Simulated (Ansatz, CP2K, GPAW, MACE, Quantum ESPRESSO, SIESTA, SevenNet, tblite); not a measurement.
**SIESTA on H-capped AlP nanocrystal (rod) (34 atoms): settings against a plane-wave reference**

Aim: run H-capped AlP nanocrystal (rod) (34 atoms) in SIESTA and see how near its forces come to a plane-wave reference, and at what cost.

Method: the method is named at each step, in SIESTA 5.4.2.

## 1. Set-up

The cell holds 34 atoms: 6 P, 6 Al and 22 H. Its edges and angles: a = 15.829 Å, b = 15.829 Å, c = 21.292 Å, α = 90.0°, β = 90.0°, γ = 90.0°. It derives from AlP (zinc-blende). Rod of size parameter 3.1 Å cut from zinc-blende AlP (a = 5.463 Å), atoms with fewer than two neighbours dropped, broken bonds capped with H, 10 Å of vacuum. Then every atom was moved at random, 0.03 Å r.m.s. a Cartesian component (hydrogen 0.6 of that). Regions: crystal, 12 atoms (6 P and 6 Al); hydrogen, 22 atoms (22 H). Vacuum lies along a, b and c.

The yardstick, on the same geometry:

- method: Kohn-Sham DFT, PBE, PAW, plane waves (Ansatz 0.2.0); cutoff 420 eV, Γ point, fermi-dirac smearing of 0.05 eV; PAW set soft_2
- r.m.s. force component: 0.849 eV/Å
- longest force: 3.836 eV/Å
- gap (highest filled to lowest empty level): 3.074 eV
- SCF cycles: 8
- time: 6.5 s on 8 threads of Arm Neoverse V2, shared host
- CPU time: 43 s

## 2. PBE, DZP, shift 0.01 Ry, mesh 300 Ry

Method: Kohn-Sham DFT, PBE, PseudoDojo 0.4.1 norm-conserving pseudopotentials (converted to PSML), numerical atomic orbitals (DZP), diagonalisation.

The .psml files are PseudoDojo norm-conserving potentials that we converted to this format, checked against plane waves on the same files for H, C, O, Si, Ge and Ca alone.

File input.fdf:

```
SystemLabel cell
NumberOfAtoms 34
NumberOfSpecies 3
%block ChemicalSpeciesLabel
  1 15 P
  2 13 Al
  3 1 H
%endblock ChemicalSpeciesLabel
LatticeConstant 1.0 Ang
%block LatticeVectors
  15.82930 0.00000 0.00000
  0.00000 15.82930 0.00000
  0.00000 0.00000 21.29230
%endblock LatticeVectors
PAO.BasisSize DZP
PAO.EnergyShift 0.01 Ry
XC.Functional GGA
XC.Authors PBE
MeshCutoff 300 Ry
%block kgrid_Monkhorst_Pack
  1 0 0 0.0
  0 1 0 0.0
  0 0 1 0.0
%endblock kgrid_Monkhorst_Pack
SolutionMethod diagon
OccupationFunction FD
ElectronicTemperature 580 K
SCF.Mixer.Method Pulay
SCF.Mixer.Weight 0.05
SCF.Mixer.History 8
SCF.Mix Hamiltonian
MaxSCFIterations 300
SCF.DM.Tolerance 1e-04
SCF.H.Tolerance 1.0e-3 eV
WriteForces T
Write.HirshfeldPop T
Write.VoronoiPop T
Write.DM F
Write.H F
XML.Write F
AtomicCoordinatesFormat Fractional
%block AtomicCoordinatesAndAtomicSpecies
  0.36786 0.54050 0.40416 1
  0.36876 0.54008 0.66064 1
  0.53762 0.36875 0.40645 1
  0.53731 0.36872 0.65695 1
  0.53641 0.53902 0.27190 1
  0.45299 0.62498 0.34123 2
  0.62790 0.45274 0.34008 2
  0.45442 0.45656 0.46751 2
  0.53987 0.53898 0.52925 1
  0.45538 0.62332 0.59040 2
  0.62788 0.45598 0.59555 2
  0.45643 0.45133 0.72343 2
  0.31376 0.59159 0.44140 3
  0.31728 0.48733 0.36446 3
  0.31250 0.48961 0.61992 3
  0.32022 0.58924 0.69601 3
  0.49020 0.31674 0.36427 3
  0.59011 0.31321 0.43941 3
  0.59426 0.31628 0.69728 3
  0.48729 0.31526 0.61920 3
  0.48853 0.49140 0.23681 3
  0.59109 0.59171 0.23460 3
  0.51277 0.68529 0.38034 3
  0.39394 0.68399 0.29605 3
  0.68385 0.51264 0.38203 3
  0.68132 0.39659 0.29715 3
  0.39437 0.39654 0.51081 3
  0.58886 0.59339 0.49094 3
  0.51249 0.68576 0.63714 3
  0.39787 0.68585 0.55096 3
  0.68772 0.39615 0.55180 3
  0.68338 0.50909 0.63828 3
  0.39822 0.39740 0.76463 3
  0.51261 0.51121 0.76373 3
%endblock AtomicCoordinatesAndAtomicSpecies
```

Started as:

```sh
$ OMP_NUM_THREADS=1 siesta < input.fdf > output.txt
```

Output:

```text
Version         : 5.4.2
reinit: System Name:
reinit: System Label: cell
initatom: Reading input for the pseudopotentials and atomic orbitals ----------
Species number:   1 Atomic number:   15 Label: P
Species number:   2 Atomic number:   13 Label: Al
Species number:   3 Atomic number:    1 Label: H
Ground state valence configuration (from tables):   3s02  3p03  3d00  4f00
Ground state valence configuration (from tables):   3s02  3p01  3d00  4f00
Ground state valence configuration (from tables):   1s01  2p00  3d00  4f00
---- Processing specs for species: P
GGA--PBE XC_GGA_X_PBE--XC_GGA_C_PBE pb
---- Processing specs for species: Al
GGA--PBE XC_GGA_X_PBE--XC_GGA_C_PBE pb
---- Processing specs for species: H
GGA--PBE XC_GGA_X_PBE--XC_GGA_C_PBE pb
P pseudopotential only contains V_ls up to l=2 -- lmxkb reset.
Al pseudopotential only contains V_ls up to l=2 -- lmxkb reset.
H pseudopotential only contains V_ls up to l=1 -- lmxkb reset.
Using PAO.SplitTailNorm
%block ChemicalSpeciesLabel
    1   15 P                       # Species index, atomic number, species label
    2   13 Al                      # Species index, atomic number, species label
    3    1 H                       # Species index, atomic number, species label
%endblock ChemicalSpeciesLabel
%block PAO.Basis                 # Define Basis set
P                     2                    # Species label, number of l-shells
 n=3   0   2                         # n, l, Nzeta
   4.859      3.414
   1.000      1.000
 n=3   1   2 P   1                   # n, l, Nzeta, Polarization, NzetaPol
   6.081      4.321
   1.000      1.000
Al                    2                    # Species label, number of l-shells
 n=3   0   2                         # n, l, Nzeta
   6.130      4.449
   1.000      1.000
 n=3   1   2 P   1                   # n, l, Nzeta, Polarization, NzetaPol
   7.969      5.883
   1.000      1.000
H                     1                    # Species label, number of l-shells
 n=1   0   2 P   1                   # n, l, Nzeta, Polarization, NzetaPol
   5.233      3.529
   1.000      1.000
%endblock PAO.Basis
coor:   Atomic-coordinates input format  =     Fractional
siesta: System type = molecule
initatomlists: Number of atoms, orbitals, and projectors:     34   266   326
siesta: ******************** Simulation parameters ****************************
Total number of electrons:    70.000000
Total ionic charge:    70.000000
 Kpoints in:            1 . Kpoints trimmed:            1
siesta: k-grid: Number of k-points = 1
siesta: k-points from Monkhorst-Pack grid
siesta: k-cutoff (effective) =     7.915 Ang
siesta: k-point supercell and displacements
siesta: k-grid:     1     0     0      0.000
siesta: k-grid:     0     1     0      0.000
siesta: k-grid:     0     0     1      0.000
                     ====================================
                        Single-point calculation
                     ====================================
outcell: Unit cell vectors (Ang):
       15.829300    0.000000    0.000000
        0.000000   15.829300    0.000000
        0.000000    0.000000   21.292300
outcell: Cell vector modules (Ang)   :   15.829300   15.829300   21.292300
outcell: Cell angles (23,13,12) (deg):     90.0000     90.0000     90.0000
outcell: Cell volume (Ang**3)        :   5335.1422
new_DM -- step:     1
Initializing Density Matrix...
Attempting to read DM from file... Failed...
DM filled with atomic data:
InitMesh: MESH = 180 x 180 x 240 = 7776000
InitMesh: Mesh cutoff (required, used) =   300.000   351.139 Ry
stepf: Fermi-Dirac step function
        iscf     Eharris(eV)        E_KS(eV)     FreeEng(eV)     dDmax    Ef(eV) dHmax(eV)
   scf:    1    -1877.346552    -1848.216944    -1848.216944  1.822245 -5.606644  5.705193
   scf:    2    -1849.897268    -1849.070188    -1849.070188  0.010709 -5.665103  5.220630
   scf:    3    -1854.579931    -1852.508059    -1852.508059  0.072625 -4.648273  2.045159
   scf:    4    -1851.221150    -1852.122153    -1852.122153  0.037505 -3.995647  2.034051
   scf:    5    -1852.822278    -1852.841300    -1852.841300  0.037001 -4.389116  0.616470
   scf:    6    -1852.946360    -1852.911571    -1852.911571  0.008042 -4.219004  0.083302
[...]
scf:   10    -1852.912583    -1852.912559    -1852.912559  0.000293 -4.193631  0.004171
   scf:   11    -1852.912565    -1852.912562    -1852.912562  0.000116 -4.194435  0.001224
   scf:   12    -1852.912564    -1852.912563    -1852.912563  0.000045 -4.194512  0.000745
SCF Convergence by DM+H criterion
max |DM_out - DM_in|         :     0.0000451759
max |H_out - H_in|      (eV) :     0.0007450261
SCF cycle converged after 12 iterations
Using DM_out to compute the final energy and forces
siesta: E_KS(eV) =            -1852.9126
siesta: E_KS - E_eggbox =     -1852.9126
siesta: Atomic forces (eV/Ang):
     1    0.350039   -0.490189   -0.397876
     2    1.933015   -2.227565   -2.761112
     3   -0.012852    0.725715   -1.328020
     4    1.118956    0.063043    0.343512
     5    2.245863    1.689628    3.435719
     6   -0.240516    1.744815   -1.344783
[...]
32    0.428950    0.837874    0.949192
    33   -0.730190   -0.794667    0.496757
    34    0.598166    0.491069    0.091798
----------------------------------------
   Tot    0.001567    0.000478   -0.000564
----------------------------------------
   Max    3.435719
   Res    0.941317    sqrt( Sum f_i^2 / 3N )
----------------------------------------
   Max    3.435719    constrained
Stress tensor Voigt[x,y,z,yz,xz,xy] (kbar):       -2.82       -2.98       -2.72       -1.28        0.67        0.13
(Free)E + p*V (eV/cell)    -1843.4496
Target enthalpy (eV/cell)    -1852.9126
siesta: Program's energy decomposition (eV):
siesta: Ebs     =      -700.993626
siesta: Eions   =      3716.727777
siesta: Ena     =      1538.128151
siesta: Ekin    =       868.832996
siesta: Enl     =       187.664110
siesta: DEna    =       -25.602608
siesta: DUscf   =        10.025467
siesta: Ex      =      -645.466000
siesta: Ec      =       -69.766901
siesta: Exc     =      -715.232901
siesta: Eharris =     -1852.912564
siesta: Etot    =     -1852.912563
siesta: FreeEng =     -1852.912563
siesta: Final energy (eV):
siesta:  Band Struct. =    -700.993626
siesta:       Kinetic =     868.832996
siesta:       Hartree =    3932.785923
siesta:         Exch. =    -645.466000
siesta:         Corr. =     -69.766901
siesta:   Exch.-corr. =    -715.232901
siesta:  Ion-electron =   -8634.328198
siesta:       Ion-ion =    2695.029617
siesta:         Total =   -1852.912563
siesta:         Fermi =      -4.194512
siesta: Stress tensor (static) (eV/Ang**3):
siesta:    -0.001763    0.000079    0.000419
siesta:     0.000079   -0.001862   -0.000796
siesta:     0.000419   -0.000796   -0.001696
siesta: Cell volume =       5335.142166 Ang**3
siesta: Pressure (static):
siesta:                Solid            Molecule  Units
siesta:           0.00001932         -0.00000007  Ry/Bohr**3
siesta:           0.00177370         -0.00000609  eV/Ang**3
siesta:           2.84178863         -0.00975076  kBar
    Orbital volume contribution        =          15.950769 eV
    (Free)E + p_basis*V_orbitals       =       -1836.961794 eV
    (Free)Eharris+ p_basis*V_orbitals  =       -1836.961794 eV
siesta: Electric dipole (a.u.)  =   -1.883249   -2.273820   -2.495731
siesta: Electric dipole (Debye) =   -4.786742   -5.779475   -6.343514
Hirshfeld Atomic Populations:
Atom #   charge [q] valence [e]  Species
     1     0.126364    4.873636  P
     2     0.109966    4.890034  P
     3     0.114247    4.885753  P
     4     0.118232    4.881768  P
     5     0.110048    4.889952  P
     6     0.165973    2.834027  Al
     7     0.185602    2.814398  Al
     8     0.169569    2.830431  Al
     9    -0.002288    5.002288  P
    10     0.149638    2.850362  Al
    11     0.175963    2.824037  Al
    12     0.171855    2.828145  Al
    13     0.046864    0.953136  H
    14     0.023370    0.976630  H
    15     0.007182    0.992818  H
    16     0.026759    0.973241  H
    17     0.016723    0.983277  H
    18     0.040008    0.959992  H
[...]
--------------------
 Total     0.000001
Voronoi Atomic Populations:
Atom #   charge [q] valence [e]  Species
[...]
4     0.091615    4.908385  P
     5     0.068736    4.931264  P
[...]
9    -0.048902    5.048902  P
    10     0.255314    2.744686  Al
    11     0.266522    2.733478  Al
    12     0.252235    2.747765  Al
[...]
32    -0.185856    1.185856  H
    33    -0.225860    1.225860  H
    34    -0.192044    1.192044  H
--------------------
 Total     0.000001
```

Elapsed: 70 s, on 1 thread of Arm Neoverse V2, shared host; peak memory 1.2 GiB.

Banners, paths, timers and routine set-up lines are dropped from the logs unmarked, and long logs keep their key lines alone; longer cuts are marked.

Against the reference:

```
r.m.s. force component                           : 0.9413 eV/Å
r.m.s. difference of force components            : 175.3 meV/Å
longest difference of force vectors              : 643.5 meV/Å
force difference over r.m.s. force               : 20.65 %
slope of forces against the reference's          : 1.093
correlation of force components                  : 0.9861
gap (highest filled to lowest empty level) : 3.185 eV
gap difference                                   : 0.1109 eV
```

Length of the force difference by element (eV/Å):

| element | atoms | mean | most |
| --- | --- | --- | --- |
| Al | 6 | 0.091 | 0.13 |
| H | 22 | 0.23 | 0.60 |
| P | 6 | 0.47 | 0.64 |

Levels nearest the highest filled one (eV from it): -1.88, -1.58, -1.32, -1.22, -1.17, -0.90, -0.88, -0.74, -0.45, -0.33, -0.18, 0.00, 3.19, 3.88, 4.05, 4.16, 4.41, 4.65, 4.92, 5.01, 5.04, 5.12, 5.21, 5.26.

The surroundings of P5, which bears the longest force, nearest first, numbered as they follow in the input and with coordinates relative to it.

| atom | x | y | z | distance (Å) | bonds | Hirshfeld charge (e) | Fx | Fy | Fz (eV/Å) |
| --- | --- | --- | --- | --- | --- | --- | --- | --- | --- |
| P5 | 0.00 | 0.00 | 0.00 | 0.00 | 4 | 0.11 | 2.25 | 1.69 | 3.44 |
| H21 | -0.76 | -0.75 | -0.75 | 1.30 | 1 | 0.01 | -1.88 | -1.88 | -2.56 |
| H22 | 0.87 | 0.83 | -0.79 | 1.44 | 1 | 0.04 | -0.37 | -0.27 | -0.16 |
| Al6 | -1.32 | 1.36 | 1.48 | 2.40 | 4 | 0.17 | -0.24 | 1.74 | -1.34 |
| Al7 | 1.45 | -1.37 | 1.45 | 2.46 | 4 | 0.19 | 0.12 | 0.38 | -0.19 |
| H24 | -2.26 | 2.29 | 0.51 | 3.26 | 1 | -0.18 | -0.05 | -0.34 | 0.12 |
| H26 | 2.29 | -2.25 | 0.54 | 3.26 | 1 | -0.17 | 0.43 | -0.84 | -0.70 |
| H23 | -0.37 | 2.32 | 2.31 | 3.29 | 1 | -0.16 | 0.37 | -0.19 | 0.43 |
| H25 | 2.33 | -0.42 | 2.34 | 3.33 | 1 | -0.16 | -0.09 | 0.42 | 0.38 |

Forces lie 21 % from the reference's, at 1.6 times its CPU time (on 1 against 8 cores).

## 3. PBE, SZ, shift 0.01 Ry, mesh 300 Ry

Method: Kohn-Sham DFT, PBE, PseudoDojo 0.4.1 norm-conserving pseudopotentials (converted to PSML), numerical atomic orbitals (SZ), diagonalisation.

input.fdf: that of step 2 with these lines changed.

```diff
@@ -14,3 +14,3 @@
 %endblock LatticeVectors
-PAO.BasisSize DZP
+PAO.BasisSize SZ
 PAO.EnergyShift 0.01 Ry
```

Output:

```text
Version         : 5.4.2
reinit: System Name:
reinit: System Label: cell
initatom: Reading input for the pseudopotentials and atomic orbitals ----------
Species number:   1 Atomic number:   15 Label: P
Species number:   2 Atomic number:   13 Label: Al
Species number:   3 Atomic number:    1 Label: H
Ground state valence configuration (from tables):   3s02  3p03  3d00  4f00
Ground state valence configuration (from tables):   3s02  3p01  3d00  4f00
Ground state valence configuration (from tables):   1s01  2p00  3d00  4f00
---- Processing specs for species: P
GGA--PBE XC_GGA_X_PBE--XC_GGA_C_PBE pb
---- Processing specs for species: Al
GGA--PBE XC_GGA_X_PBE--XC_GGA_C_PBE pb
---- Processing specs for species: H
GGA--PBE XC_GGA_X_PBE--XC_GGA_C_PBE pb
Using PAO.SplitTailNorm
[... lines left out ...]
stepf: Fermi-Dirac step function
        iscf     Eharris(eV)        E_KS(eV)     FreeEng(eV)     dDmax    Ef(eV) dHmax(eV)
[... lines left out ...]
SCF Convergence by DM+H criterion
[... lines left out ...]
SCF cycle converged after 11 iterations
[... lines left out ...]
   Max    6.260719
[... lines left out ...]
   Max    6.260719    constrained
Stress tensor Voigt[x,y,z,yz,xz,xy] (kbar):      -11.18      -11.49      -11.06       -3.05       -0.35       -1.00
[... lines left out ...]
siesta: FreeEng =     -1830.820395
[... lines left out ...]
siesta:       Hartree =    3789.458875
siesta:         Exch. =    -613.216260
siesta:         Corr. =     -69.703414
siesta:   Exch.-corr. =    -682.919674
siesta:  Ion-electron =   -8408.652889
siesta:       Ion-ion =    2695.029617
siesta:         Total =   -1830.820395
siesta:         Fermi =      -5.299302
siesta: Stress tensor (static) (eV/Ang**3):
siesta:    -0.006976   -0.000625   -0.000219
siesta:    -0.000625   -0.007173   -0.001901
siesta:    -0.000219   -0.001901   -0.006905
siesta: Cell volume =       5335.142166 Ang**3
siesta: Pressure (static):
siesta:                Solid            Molecule  Units
siesta:           0.00007644         -0.00000008  Ry/Bohr**3
siesta:           0.00701805         -0.00000730  eV/Ang**3
siesta:          11.24414949         -0.01170232  kBar
    Orbital volume contribution        =           7.444800 eV
    (Free)E + p_basis*V_orbitals       =       -1823.375595 eV
    (Free)Eharris+ p_basis*V_orbitals  =       -1823.375595 eV
siesta: Electric dipole (a.u.)  =   -2.088464   -2.542160   -2.844915
siesta: Electric dipole (Debye) =   -5.308347   -6.461525   -7.231052
Hirshfeld Atomic Populations:
Atom #   charge [q] valence [e]  Species
     1     0.106720    4.893280  P
     2     0.082240    4.917760  P
     3     0.093567    4.906433  P
[...]
6     0.179432    2.820568  Al
     7     0.199848    2.800152  Al
     8     0.187344    2.812656  Al
[...]
13     0.059632    0.940368  H
    14     0.033170    0.966830  H
    15     0.016385    0.983615  H
[...]
--------------------
 Total    -0.000004
Voronoi Atomic Populations:
Atom #   charge [q] valence [e]  Species
[...]
5     0.028511    4.971489  P
[...]
9    -0.092475    5.092475  P
[...]
11     0.364735    2.635265  Al
    12     0.363796    2.636204  Al
[...]
33    -0.254566    1.254566  H
    34    -0.224143    1.224143  H
--------------------
 Total    -0.000004
```

The job ended after 43 s (1 thread; peak memory 1 GiB).

Compared with the plane-wave run:

```
r.m.s. force component                           : 1.812 eV/Å
r.m.s. difference of force components            : 1337 meV/Å
longest difference of force vectors              : 4346 meV/Å
force difference over r.m.s. force               : 157.5 %
slope of forces against the reference's          : 1.537
correlation of force components                  : 0.7202
gap (highest filled to lowest empty level) : 4.447 eV
gap difference                                   : 1.373 eV
```

This is a coarse setting, run to see what it loses.

Against the first run (21 %), the force difference from the reference is 158 %, at 0.61 times the CPU time, with 70 basis functions against 266: the smaller basis costs accuracy.

## 4. PBE, TZP, shift 0.01 Ry, mesh 300 Ry

Method: Kohn-Sham DFT, PBE, PseudoDojo 0.4.1 norm-conserving pseudopotentials (converted to PSML), numerical atomic orbitals (TZP), diagonalisation.

input.fdf: that of step 3 with these lines changed.

```diff
@@ -14,3 +14,3 @@
 %endblock LatticeVectors
-PAO.BasisSize SZ
+PAO.BasisSize TZP
 PAO.EnergyShift 0.01 Ry
```

Output:

```text
Version         : 5.4.2
reinit: System Name:
reinit: System Label: cell
initatom: Reading input for the pseudopotentials and atomic orbitals ----------
Species number:   1 Atomic number:   15 Label: P
Species number:   2 Atomic number:   13 Label: Al
Species number:   3 Atomic number:    1 Label: H
Ground state valence configuration (from tables):   3s02  3p03  3d00  4f00
[... lines left out ...]
SCF Convergence by DM+H criterion
[... lines left out ...]
SCF cycle converged after 12 iterations
[... lines left out ...]
   Max    3.365662
[... lines left out ...]
   Max    3.365662    constrained
Stress tensor Voigt[x,y,z,yz,xz,xy] (kbar):       -2.84       -3.00       -2.75       -1.24        0.70        0.16
[... lines left out ...]
siesta: FreeEng =     -1853.310463
[... lines left out ...]
siesta:         Fermi =      -4.265168
[... lines left out ...]
siesta:           2.86167449         -0.00974059  kBar
[... lines left out ...]
siesta: Electric dipole (Debye) =   -4.787045   -5.788110   -6.356913
Hirshfeld Atomic Populations:
Atom #   charge [q] valence [e]  Species
     1     0.124171    4.875829  P
     2     0.107944    4.892056  P
     3     0.112264    4.887736  P
[...]
6     0.167558    2.832442  Al
     7     0.186943    2.813057  Al
     8     0.171097    2.828903  Al
[...]
13     0.047428    0.952572  H
    14     0.023899    0.976101  H
    15     0.007821    0.992179  H
[...]
--------------------
 Total     0.000001
Voronoi Atomic Populations:
Atom #   charge [q] valence [e]  Species
[...]
5     0.065466    4.934534  P
[...]
9    -0.055952    5.055952  P
[...]
11     0.266684    2.733316  Al
    12     0.252052    2.747948  Al
[...]
33    -0.224955    1.224955  H
    34    -0.190932    1.190932  H
--------------------
 Total     0.000001
```

Elapsed: 81 s, on 1 thread; peak memory 1.3 GiB.

Compared with the plane-wave run:

- r.m.s. force component: 0.9316 eV/Å
- r.m.s. difference of force components: 160 meV/Å
- longest difference of force vectors: 563.8 meV/Å
- force difference over r.m.s. force: 18.85 %
- slope of forces against the reference's: 1.084
- correlation of force components: 0.9881
- gap (highest filled to lowest empty level): 3.176 eV
- gap difference: 0.1022 eV

Against the first run (21 %), the force difference from the reference is 19 %, at 1.2 times the CPU time, with 336 basis functions against 266.

(Part 1 of 3 ends here.)

[Also dropped from logs without a mark: logging warnings of Python, and SIESTA's first energy breakdown and zero terms.]

[Logs are printed without paths, hosts, clocks, repeated set-up lines and the standing remarks that a program may print on its own settings, such as how far it seeks lower states.]

[Hosts, paths, dates, database ids (printed as entryN), source tags and the programs' standing remarks are cut or masked in the printed files.]
